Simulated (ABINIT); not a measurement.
# Quasiparticle gap of Ca2FeH6 (Fm-3m) in ABINIT

Wanted: ground state, empty states, screening and self-energy for Ca2FeH6 (Fm-3m).

Main program and level: ABINIT 10.8.3; LDA and many-body steps on it, plane waves.

### 1. The starting structure

Symmetry: Fm-3m, No. 225, cubic system. Conventional cell: a = 6.992 Å, b = 6.992 Å, c = 6.992 Å, α = 90.00°, β = 90.00°, γ = 90.00°. Ca has 12 H at 2.48 Å nearest. Fe has 6 H at 1.59 Å nearest. Nearest to H lie 1 Fe at 1.59 Å and 4 H at 2.25 Å and 4 Ca at 2.48 Å. Farther neighbours are not listed.

The cell and positions are those that the Materials Project relaxed with its own functionals (PBE, PBE+U or r2SCAN), kept fixed.

### 2. Ground state

This step: ABINIT 10.8.3; DFT, LDA, plane waves, norm-conserving pseudopotentials.

The ground-state density comes first.

run.abi reads:

```
acell 3*1.0 Angstrom
rprim 
  -0.000000000000 3.496077550000 3.496077550000
  3.496077550000 0.000000000000 3.496077550000
  3.496077550000 3.496077550000 -0.000000000000
ntypat 3
znucl 20 26 1
natom 9
typat 1 1 2 3 3 3 3 3 3
xred 
  0.250000000000 0.250000000000 0.250000000000
  0.750000000000 0.750000000000 0.750000000000
  0.000000000000 0.000000000000 0.000000000000
  0.771967350000 0.228032650000 0.228032650000
  0.228032650000 0.771967350000 0.771967350000
  0.228032650000 0.771967350000 0.228032650000
  0.771967350000 0.228032650000 0.771967350000
  0.228032650000 0.228032650000 0.771967350000
  0.771967350000 0.771967350000 0.228032650000
pp_dirpath "pseudos"
pseudos "Ca.upf, Fe.upf, H.upf"
ecut 39
ngkpt 6 6 6
nshiftk 1
shiftk 0 0 0
kptopt 1
chksymbreak 0
nband 29
occopt 1
tolvrs 1e-10
nstep 60
prtwf 0
optforces 0
optstress 0
indata_prefix "in"
outdata_prefix "out"
tmpdata_prefix "tmp"
```

The run is started by

```
$ OMP_NUM_THREADS=1 mpirun -n 4 abinit run.abi > log
```

Numbers of over 12 decimals in the logs are rounded to 6 here.

Log:

```text
.Version 10.8.3 of ABINIT. v10.8.2 released Aug 2026.

 Symmetries : space group Fm -3 m (#225); Bravais cF (face-center cubic)
================================================================================
 Values of the parameters that define the memory need of the present run
     intxc =       0    ionmov =       0      iscf =       7    lmnmax =       6
     lnmax =       6     mgfft =      54  mpssoang =       3    mqgrid =    3001
     natom =       9  nloc_mem =       1    nspden =       1   nspinor =       1
    nsppol =       1      nsym =      48    n1xccc =    2501    ntypat =       3
    occopt =       1   xclevel =       1
-    mband =          29        mffmem =           1         mkmem =           4
       mpw =        6724          nfft =      157464          nkpt =          16
================================================================================
  Rough estimation (10% accuracy) of disk space for files :
================================================================================

--------------------------------------------------------------------------------
------------- Echo of variables that govern the present computation ------------
--------------------------------------------------------------------------------
 -outvars: echo values of preprocessed input variables --------
            acell      1.8897261259E+00  1.8897261259E+00  1.8897261259E+00 Bohr

      chksymbreak           0
             ecut      3.90000000E+01 Hartree
-          fftalg         312

              ixc       -1012
              kpt      0.00000000E+00  0.00000000E+00  0.00000000E+00
                       1.66666667E-01  0.00000000E+00  0.00000000E+00
                       3.33333333E-01  0.00000000E+00  0.00000000E+00
                       5.00000000E-01  0.00000000E+00  0.00000000E+00
                       1.66666667E-01  1.66666667E-01  0.00000000E+00
                       3.33333333E-01  1.66666667E-01  0.00000000E+00
                       5.00000000E-01  1.66666667E-01  0.00000000E+00
                      -3.33333333E-01  1.66666667E-01  0.00000000E+00
                      -1.66666667E-01  1.66666667E-01  0.00000000E+00
   [... 5 further rows ...]
                      -3.33333333E-01  3.33333333E-01  1.66666667E-01
                      -3.33333333E-01  5.00000000E-01  1.66666667E-01
         kptrlatt        6    0    0      0    6    0      0    0    6
          kptrlen      5.60591067E+01
P           mkmem           4
            natom           9
            nband          29
            ngfft          54      54      54
             nkpt          16
            nstep          60
             nsym          48
           ntypat           3
              occ      2.000000  2.000000  2.000000  2.000000  2.000000  2.000000
                       2.000000  2.000000  2.000000  2.000000  2.000000  2.000000
                       2.000000  2.000000  2.000000  2.000000  2.000000  2.000000
                       2.000000  2.000000  2.000000  0.000000  0.000000  0.000000
                       0.000000  0.000000  0.000000  0.000000  0.000000
        optforces           0
        optstress           0
            prtwf           0
            rprim     -0.0000000000E+00  3.4960775500E+00  3.4960775500E+00
[...]
spgroup         225

           tolvrs      1.00000000E-10

             xred      2.5000000000E-01  2.5000000000E-01  2.5000000000E-01
[...]
znucl       20.00000   26.00000    1.00000

================================================================================

 chkinp: Checking input parameters for consistency.

================================================================================
== DATASET  1 ==================================================================
-   mpi_nproc: 4, omp_nthreads: 1 (-1 if OMP is not activated)

--- !DatasetInfo
iteration_state: {dtset: 1, }
dimensions: {natom: 9, nkpt: 16, mband: 29, nsppol: 1, nspinor: 1, nspden: 1, mpw: 6724, }
cutoff_energies: {ecut:  39.0, pawecutdg:  -1.0, }
electrons: {nelect:   4.20000000E+01, charge:   0.00000000E+00, occopt:   1.00000000E+00, tsmear:   1.00000000E-02, }

 Real(R)+Recip(G) space primitive vectors, cartesian coordinates (Bohr,Bohr^-1):
 R(1)=  0.0000000  6.6066291  6.6066291  G(1)= -0.0756816  0.0756816  0.0756816
 R(2)=  6.6066291  0.0000000  6.6066291  G(2)=  0.0756816 -0.0756816  0.0756816
 R(3)=  6.6066291  6.6066291  0.0000000  G(3)=  0.0756816  0.0756816 -0.0756816
 Unit cell volume ucvol=  5.7672632E+02 bohr^3
 Angles (23,13,12)=  6.00000000E+01  6.00000000E+01  6.00000000E+01 degrees

 getcut: wavevector=  0.0000  0.0000  0.0000  ngfft=  54  54  54
         ecut(hartree)=     39.000   => boxcut(ratio)=   2.05660

--- Pseudopotential description ------------------------------------------------
- Ca Generated using ONCVPSP code by D. R. Hamann
- 20.00000  10.00000  180309                  znucl, zion, pspdat
12 -1012 2 -1 1724                            pspcod,pspxc,lmax,lloc,mmax
     nproj     2     2     2
  pspatm : epsatm=   12.51424511
         --- l  ekb(1:nproj) -->
[...]
pspatm: atomic psp has been read  and splines computed

- Fe Generated using ONCVPSP code by D. R. Hamann
- 26.00000  16.00000  180309                  znucl, zion, pspdat
[...]
- H Generated using ONCVPSP code by D. R. Hamann
-  1.00000   1.00000  180309                  znucl, zion, pspdat
12 -1012 1 -1 1180                            pspcod,pspxc,lmax,lloc,mmax
     nproj     2     1     0
  pspatm : epsatm=    0.35439867
         --- l  ekb(1:nproj) -->
[...]
1   -0.275071
 pspatm: atomic psp has been read  and splines computed

   1.77660656E+03                                ecore*ucvol(ha*bohr**3)
--------------------------------------------------------------------------------

_setup2: Arith. and geom. avg. npw (full set) are    6707.625    6707.612

================================================================================

--- !BeginCycle
iteration_state: {dtset: 1, }
solver: {iscf: 7, nstep: 60, nline: 4, wfoptalg: 0, }
tolerances: {tolvrs: 1.00E-10, }

     iter   Etot(hartree)      deltaE(h)  residm     vres2
 ETOT  1  -205.80439538172    -2.058E+02 2.113E-01 3.717E+02
 ETOT  2  -204.91417344095     8.902E-01 2.425E-02 8.351E+03
 ETOT  3  -205.45902997819    -5.449E-01 1.275E-02 5.064E+03
 ETOT  4  -206.05951425546    -6.005E-01 1.498E-02 1.413E+03
 ETOT  5  -206.23753924549    -1.780E-01 2.377E-03 5.197E+01
 ETOT  6  -206.24372444349    -6.185E-03 7.336E-03 1.817E+01
 ETOT  7  -206.24611212145    -2.388E-03 9.198E-04 2.019E-02
 ETOT  8  -206.24611443050    -2.309E-06 1.920E-03 4.349E-03
 ETOT  9  -206.24611480899    -3.785E-07 1.078E-03 1.479E-03
 ETOT 10  -206.24611506499    -2.560E-07 1.619E-03 1.070E-05
 ETOT 11  -206.24611506732    -2.332E-09 7.629E-04 2.868E-07
 ETOT 12  -206.24611506737    -4.667E-11 9.240E-04 1.081E-08
 ETOT 13  -206.24611506739    -2.166E-11 3.728E-04 9.471E-10
 ETOT 14  -206.24611506739    -2.984E-12 4.192E-04 2.894E-10
 ETOT 15  -206.24611506739     1.506E-12 1.803E-04 2.518E-12

 At SCF step   15       vres2   =  2.52E-12 < tolvrs=  1.00E-10 =>converged.

--- !ResultsGS
iteration_state: {dtset: 1, }
comment   : Summary of ground state results
lattice_vectors:
- [ -0.0000000,   6.6066291,   6.6066291, ]
- [  6.6066291,   0.0000000,   6.6066291, ]
- [  6.6066291,   6.6066291,  -0.0000000, ]
lattice_lengths: [   9.34318,    9.34318,    9.34318, ]
lattice_angles: [ 60.000,  60.000,  60.000, ] # degrees, (23, 13, 12)
lattice_volume:   5.7672632E+02
convergence: {deltae:  1.506E-12, res2:  2.518E-12, residm:  1.803E-04, diffor:  0.000E+00, }
etotal    :  -2.06246115E+02
entropy   :   0.00000000E+00
fermie    :   1.75970476E-01
cartesian_stress_tensor: null
pressure_GPa: null
xred      :
- [  2.5000E-01,   2.5000E-01,   2.5000E-01, Ca]
- [  7.5000E-01,   7.5000E-01,   7.5000E-01, Ca]
- [  0.0000E+00,   0.0000E+00,   0.0000E+00, Fe]
- [  7.7197E-01,   2.2803E-01,   2.2803E-01,  H]
- [  2.2803E-01,   7.7197E-01,   7.7197E-01,  H]
- [  2.2803E-01,   7.7197E-01,   2.2803E-01,  H]
- [  7.7197E-01,   2.2803E-01,   7.7197E-01,  H]
- [  2.2803E-01,   2.2803E-01,   7.7197E-01,  H]
- [  7.7197E-01,   7.7197E-01,   2.2803E-01,  H]
cartesian_forces: null
force_length_stats: {min: null, max: null, mean: null, }

 Integrated electronic density in atomic spheres:
 ------------------------------------------------
 Atom  Sphere_radius  Integrated_density
[...]
================================================================================

 ----iterations are completed or convergence reached----

 Mean square residual over all n,k,spin=   13.666E-07; max=  18.027E-05
 reduced coordinates (array xred) for    9 atoms
[...]
0.228032650000      0.771967350000      0.771967350000
       0.228032650000      0.771967350000      0.228032650000
       0.771967350000      0.228032650000      0.771967350000
       0.228032650000      0.228032650000      0.771967350000
       0.771967350000      0.771967350000      0.228032650000
 rms dE/dt=  0.0000E+00; max dE/dt=  0.0000E+00; dE/dt below (all hartree)
    1       0.000000000000      0.000000000000      0.000000000000
    2       0.000000000000      0.000000000000      0.000000000000
    3       0.000000000000      0.000000000000      0.000000000000
    4       0.000000000000      0.000000000000      0.000000000000
    5       0.000000000000      0.000000000000      0.000000000000
    6       0.000000000000      0.000000000000      0.000000000000
    7       0.000000000000      0.000000000000      0.000000000000
    8       0.000000000000      0.000000000000      0.000000000000
    9       0.000000000000      0.000000000000      0.000000000000

 cartesian coordinates (angstrom) at end:
    1      1.748039     1.748039     1.748039
[...]
5      5.397715     3.496078     3.496078
    6      3.496078     1.594440     3.496078
    7      3.496078     5.397715     3.496078
    8      3.496078     3.496078     1.594440
    9      3.496078     3.496078     5.397715
 length scales=  1.889726125908  1.889726125908  1.889726125908 bohr
              =  1.000000000000  1.000000000000  1.000000000000 angstroms
 prteigrs : about to open file out_EIG
 Fermi (or HOMO) energy (hartree) =   0.17597   Average Vxc (hartree)=  -0.37879
 Eigenvalues (hartree) for nkpt=  16  k points:
 kpt#   1, nband= 29, wtk=  0.00463, kpt=  0.0000  0.0000  0.0000 (reduced coord)
  -2.94252   -1.71077   -1.71077   -1.71077   -1.27156   -1.26909   -0.58631   -0.58631
  -0.58631   -0.57921   -0.57921   -0.57921   -0.10154    0.05071    0.05071    0.06687
   0.06687    0.06687    0.17331    0.17331    0.17331    0.27470    0.27470    0.34363
   0.40119    0.40119    0.40120    0.42628    0.42633
 prteigrs : prtvol=0 or 1, do not print more k-points.

--- !EnergyTerms
iteration_state     : {dtset: 1, }
comment             : Components of total free energy in Hartree
kinetic             :  8.69634979695716E+01
hartree             :  7.03848897437275E+01
xc                  : -3.42666099174876E+01
Ewald energy        : -1.12340003271455E+02
psp_core            :  3.08050196684968E+00
local_psp           : -2.18795017165240E+02
non_local_psp       : -1.27337439335868E+00
total_energy        : -2.06246115067392E+02
total_energy_eV     : -5.61224269883185E+03
band_energy         : -2.67376373641575E+01

== END DATASET(S) ==============================================================
================================================================================

 -outvars: echo values of variables after computation  --------
           etotal     -2.0624611507E+02
            nband          29
             nkpt          16
          spgroup         225
 [... the other variables as echoed above ...]

 Calculation completed.
```

It took 51 s on 4 MPI ranks of Intel Xeon Platinum 8375C at 2.90GHz (Ice Lake), shared host; peak memory 0.45 GiB; 3.4 min of CPU time.

Numbers from this step:

```yaml
total_energy: -5612.2427 eV
gap: 1.208 eV
k_of_the_valence_top: -0.3333, 0.5, 0.1667
k_of_the_conduction_bottom: 0.5, 0.5, 0
least_direct_gap: 1.215 eV
```

The gap is indirect, with the least direct gap 0.007 eV higher.

(Continued in part 2 of 3.)

[Paths, hosts, dates, memory and timing lines, banners, echoed tables and standing remarks are left out of the program output.]

[Logs are printed without paths, hosts, clocks, repeated set-up lines and the standing remarks that a program may print on its own settings, such as how far it seeks lower states.]

[Runs of the session that timed out or met a known fault of the program may be left out.]

[Hosts, paths, dates, database ids (printed as entryN), source tags and the programs' standing remarks are cut or masked in the printed files.]

[G0W0 gaps are taken among the corrected bands and points alone; a level outside them can change the order at an edge.]

[Where Ansatz stands beside ABINIT at settings called matched, ABINIT's density can come from a denser mesh and the files from another edition; pairs whose starting gaps differed by over 0.03 eV were left out, so agreement reads better than it is.]
